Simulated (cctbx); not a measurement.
**Reading a Patterson map**

Space group Pnma (no. 62), a = 7.0490 Å, b = 4.3750 Å, c = 7.8010 Å, α = 90.00°, β = 90.00°, γ = 90.00°, content Hg4 Hf4 Cu4.

Simulated single-crystal data (cctbx): Cu Kα, λ = 1.54184 Å, to d = 0.83 Å, 95 % of the full sphere, strongest reflection 20000 counts, noise from counting, a 6 % proportional error and a noise floor of 4 counts (s.d.); no absorption.

Patterson synthesis, origin scaled to 1000:

```text
Patterson group P m m m
      u       v       w   height  length (A)
  0.000   0.000   0.000   1000.0     0.00
  0.500   0.500   0.500    620.7     5.69
  0.250   0.500   0.164    421.7     3.09
  0.057   0.500   0.500    360.4     4.49
  0.500   0.000   0.000    310.4     3.52
  0.230   0.000   0.345    301.2     3.14
  0.500   0.000   0.326    288.3     4.35
  0.423   0.500   0.172    135.6     3.93
  0.000   0.500   0.166    124.1     2.54
  0.064   0.000   0.331     49.9     2.62
  0.000   0.000   0.161     29.7     1.26
  0.119   0.206   0.000     22.2     1.23
  0.107   0.118   0.102     20.1     1.21
  0.500   0.500   0.329     19.9     4.88
```

**Question.** Which atom pairs make the peaks, and where is the heaviest atom?

A peak at u stands for all pairs with xi − xj = u, with weight Σ ZiZj against Σ Z² = 49700 at the origin. Peak heights follow these weights only roughly, since form factors, motion and series ripples differ, all vectors within 0.55 Å of a peak are counted as merged into it though the farther ones add only part of their weight, and F(000) is left out, which lowers the whole map:

| u | v | w | shortest length (Å) | height | 1000 ΣZiZj/ΣZ² | pairs in the cell |
| --- | --- | --- | --- | --- | --- | --- |
| 0.500 | 0.500 | 0.500 | 5.69 | 621 | 791 | 4 × Hf–Hf, 8 × Hg–Cu |
| 0.250 | 0.500 | 0.164 | 3.09 | 422 | 632 | 4 × Hg–Hf, 4 × Hf–Cu |
| 0.057 | 0.500 | 0.500 | 4.49 | 360 | 500 | 2 × Hg–Hg, 2 × Hf–Hf, 2 × Cu–Cu |
| 0.500 | 0.000 | 0.000 | 3.52 | 310 | 791 | 4 × Hf–Hf, 8 × Hg–Cu |
| 0.230 | 0.000 | 0.345 | 3.14 | 301 | 400 | 2 × Hg–Hf, 4 × Hf–Cu |
| 0.500 | 0.000 | 0.326 | 4.35 | 288 | 291 | 2 × Hg–Hg, 2 × Cu–Cu |
| 0.423 | 0.500 | 0.172 | 3.93 | 136 | 146 | 1 × Hg–Hg, 1 × Cu–Cu |
| 0.000 | 0.500 | 0.166 | 2.54 | 124 | 187 | 4 × Hg–Cu |
| 0.064 | 0.000 | 0.331 | 2.62 | 50 | 93 | 2 × Hg–Cu |

The table stops at ten peaks or at a height of 45, below which ripples compete. In the model behind the data Hg, the heaviest element, has 1 independent site: (0.7875, 3/4, 0.5873), up to an allowed shift of origin; the Hg–Hg vectors are differences of these positions and their symmetry mates. Elements of similar Z can't be told apart from the map alone. The whole model:

```csv
atom,mult.,x,y,z,Ueq (Å²)
Hg1,4,0.7875,3/4,0.5873,0.0020
Hf1,4,0.0138,1/4,0.7720,0.0021
Cu1,4,0.7201,3/4,0.9193,0.0044
```

This is a model crystal, built by substitution and not relaxed, with assumed displacement parameters.

[Logs are printed without paths, hosts, clocks, repeated set-up lines and the standing remarks that a program may print on its own settings, such as how far it seeks lower states.]
